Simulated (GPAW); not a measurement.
# cyanobenzenedithiol between two Al chains: transmission at several levels, part 2 of 2

Wanted: the zero-bias transmission of cyanobenzenedithiol between two Al chains on a ladder of levels, with run times.

GPAW 26.7.0; GPAW LCAO, PAW setups; Landauer transmission from Green's functions with principal layers (ASE), zero bias.

So far, transmission at the Fermi level (one spin): step 2 (GPAW, dzp, PBE, GPAW) 0.108; step 3 (basis szp(dzp), PBE, GPAW) 0.179; step 4 (basis sz(dzp), PBE, GPAW) 0.255; step 5 (RPBE) 0.101.

**8. Density threshold 0.01, functional RPBE, broadening 0.01**

The Hamiltonian is taken from the last density. The density threshold is one of the tests that end the cycle; the energy must settle too, so a loose value may not be the test that decides. The functional moves levels against the Fermi level. The broadening keeps the Green's functions finite; too large a value absorbs electrons where channels are open and leaks them where none are.

This step: GPAW LCAO, PAW setups; Landauer transmission from Green's functions with principal layers (ASE), zero bias (GPAW 26.7.0).

Input file run.py:

```python
import json
import numpy as np
from ase import Atoms
from ase.transport.calculators import TransportCalculator
from gpaw import GPAW, FermiDirac
from gpaw.lcao.tools import get_lcao_hamiltonian
from scipy.linalg import eigh

# The junction with lead layers at both ends, along the third cell vector
device = Atoms(
    ['Al', 'Al', 'Al', 'Al', 'Al', 'Al', 'S', 'C', 'H', 'H', 'C', 'C', 'C', 'C', 'H', 'C', 'C', 'N', 'S', 'Al', 'Al', 'Al', 'Al', 'Al', 'Al'],
    positions=[
        [6.50803, 4.50000, 1.20000],
        [6.50803, 4.50000, 3.60000],
        [6.50803, 4.50000, 6.00000],
        [6.50803, 4.50000, 8.40000],
        [6.50803, 4.50000, 10.80000],
        [6.50803, 4.50000, 13.20000],
        [5.36796, 5.36298, 14.87198],
        [5.40260, 5.32486, 16.64887],
        [7.55508, 5.34775, 16.79005],
        [3.25000, 5.32957, 16.84470],
        [6.61563, 5.32534, 17.34110],
        [4.20599, 5.31801, 17.36518],
        [6.63709, 5.30678, 18.74645],
        [4.22010, 5.29865, 18.76309],
        [3.27040, 5.29575, 19.29620],
        [7.91279, 5.30789, 19.40151],
        [5.43176, 5.28588, 19.46756],
        [8.94838, 5.29049, 19.92492],
        [5.33367, 5.27947, 21.25392],
        [6.50803, 4.50000, 22.94309],
        [6.50803, 4.50000, 25.34309],
        [6.50803, 4.50000, 27.74309],
        [6.50803, 4.50000, 30.14309],
        [6.50803, 4.50000, 32.54309],
        [6.50803, 4.50000, 34.94309]],
    cell=[[13.01606, 0.0, 0.0], [0.0, 9.0, 0.0], [0.0, 0.0, 36.14309]],
    pbc=True)

# One principal layer of the lead: the first 4 atoms of the device
lead = Atoms(
    ['Al', 'Al', 'Al', 'Al'],
    positions=[
        [6.50803, 4.50000, 1.20000],
        [6.50803, 4.50000, 3.60000],
        [6.50803, 4.50000, 6.00000],
        [6.50803, 4.50000, 8.40000]],
    cell=[[13.01606, 0.0, 0.0], [0.0, 9.0, 0.0], [0.0, 0.0, 9.6]],
    pbc=True)

settings = dict(mode='lcao', basis='dzp', xc='RPBE', h=0.18,
                occupations=FermiDirac(0.1), maxiter=250,
                mixer=dict(beta=0.1, nmaxold=8, weight=100.0),
                convergence=dict(density=0.01))
energies = np.arange(-3, 3 + 1e-9, 0.075)
eta = 0.01
n1, n2 = 1, 1
# k and -k transmit alike, so half of the mesh across the current serves
mesh = [(i, j) for i in range(n1) for j in range(n2) if (i, j) <= (-i % n1, -j % n2)]
weights = np.array([1 if (i, j) == (-i % n1, -j % n2) else 2 for i, j in mesh]) / (n1 * n2)

# [... helper functions left out ...]
fermi_lead = ground_state(lead, (1, 1, 12), 'lead.txt')
fermi_device = ground_state(device, (1, 1, 2), 'device.txt')
# [... loop over the mesh left out, but for ...]
        # Shift the lead onto the potential of the device's first layer
        shift = ((H[:, 0, 0] - H0[:, 0, 0]) / S0[0, 0]).real.mean()
# [...]
kT = 8.617333e-5 * 500
bias = [0.1, 0.2, 0.5, 1.0, 1.5, 2.0]
# [... integrals and printing left out ...]
```

Started as:

```bash
$ OMP_NUM_THREADS=1 OPENBLAS_NUM_THREADS=1 python run.py
```

Wall time 1.9 min (1 thread of Arm Neoverse V1, shared host); peak memory 2.2 GiB.

The run finished with changed settings (conv = 0.01, xc = "RPBE" and eta = 0.01); it serves as a test.

The two runs compared:

```csv
quantity,this run,sound run,difference
conductance (G₀),0.073101,0.10487,-0.0318
largest coupling past the next principal layer (eV),1.617e-15,1.404e-15,2.1e-16
largest misfit of the first principal layer (eV),0.035748,0.036711,-9.6e-4
shift that aligns the lead (eV),-0.021999,-0.0042411,-0.0178
transmission at the Fermi level (one spin),0.074186,0.10779,-0.0336
```

One result that differs is the transmission at the Fermi level (one spin), 0.0742 against 0.108.

**9. SCF mesh 1×1×1, k-points along the lead 4, smearing 0.3**

The SCF mesh sets the Fermi level of the repeated cell. The lead's own mesh along the current sets its density and potential; where the lead is aligned to the junction's end layer, a rigid shift drops out. Smearing helps the SCF of a metal converge, but it blurs occupations at band edges near the Fermi level.

run.py, as its differences from that of step 8:

```diff
@@ -51,8 +51,8 @@
 
-settings = dict(mode='lcao', basis='dzp', xc='RPBE', h=0.18,
-                occupations=FermiDirac(0.1), maxiter=250,
+settings = dict(mode='lcao', basis='dzp', xc='PBE', h=0.18,
+                occupations=FermiDirac(0.3), maxiter=250,
                 mixer=dict(beta=0.1, nmaxold=8, weight=100.0),
-                convergence=dict(density=0.01))
+                convergence=dict(density=0.0001))
 energies = np.arange(-3, 3 + 1e-9, 0.075)
-eta = 0.01
+eta = 0.0001
 n1, n2 = 1, 1
@@ -63,4 +63,4 @@
 # [... helper functions left out ...]
-fermi_lead = ground_state(lead, (1, 1, 12), 'lead.txt')
-fermi_device = ground_state(device, (1, 1, 2), 'device.txt')
+fermi_lead = ground_state(lead, (1, 1, 4), 'lead.txt')
+fermi_device = ground_state(device, (1, 1, 1), 'device.txt')
 # [... loop over the mesh left out, but for ...]
```

Elapsed: 2 min, on 1 thread; peak memory 2.2 GiB.

The run finished with changed settings (scf_mesh = [1, 1, 1], lead_nz = 4 and width = 0.3); it serves as a test.

The two runs compared:

```
                                           quantity    this run   sound run  difference
                                   conductance (G₀)    0.061032     0.10487     -0.0438
                                 thermopower (μV/K)     -30.675     -24.235       -6.44
largest coupling past the next principal layer (eV)   1.422e-15   1.404e-15     1.7e-17
   largest misfit of the first principal layer (eV)    0.017041    0.036711     -0.0197
                    shift that aligns the lead (eV)  -0.0034387  -0.0042411      8.0e-4
         transmission at the Fermi level (one spin)    0.060165     0.10779     -0.0476
```

The two runs differ clearly in the transmission at the Fermi level (one spin): 0.0602 against 0.108.

**10. What came out**

| Quantity | Value |
| --- | --- |
| conductance | 0.105 G₀ |
| transmission at the Fermi level, mean of the spins | 0.108 |
| thermopower | -24.2 μV/K |
| open channels of the lead there | 2 |

In words: In the dzp basis the junction conducts 0.105 G₀ at 500 K, with T = 0.108 a spin at the Fermi level; no smaller basis tried comes within 10 % of that conductance. The scatterer reflects about 95 % of the incoming channels at the Fermi level. At the Fermi level one eigenchannel carries the current (0.11). The negative thermopower says that the thermally weighted transmission is larger above the Fermi level, as for electron-like transport. Measured against the first run (dzp), the nearest curve is that of dzp-RPBE (r.m.s. 0.028) and the farthest that of szp (0.29). Over the compared runs wall time goes from 99 s (sz) to 181 s (dzp-RPBE), on a shared host. The geometry was built from estimated bond lengths and not relaxed, so the numbers describe this model structure. Semilocal functionals put molecular levels too near the Fermi level, so such conductances usually come out too high, and chain electrodes have a sharper density of states than real ones. An evenly spaced straight chain is an idealisation: free chains tend to dimerise, zigzag or, where a band edge lies near the Fermi level, turn magnetic. The currents use the zero-bias T(E) throughout, which holds only while the bias is small against the distance to the nearest feature. The energy step is wider than the thermal energy, so the conductance and thermopower rest on interpolation of T(E).

[Logs are printed without paths, hosts, clocks, repeated set-up lines and the standing remarks that a program may print on its own settings, such as how far it seeks lower states.]

[Hosts, paths, dates, database ids (printed as entryN), source tags and the programs' standing remarks are cut or masked in the printed files.]
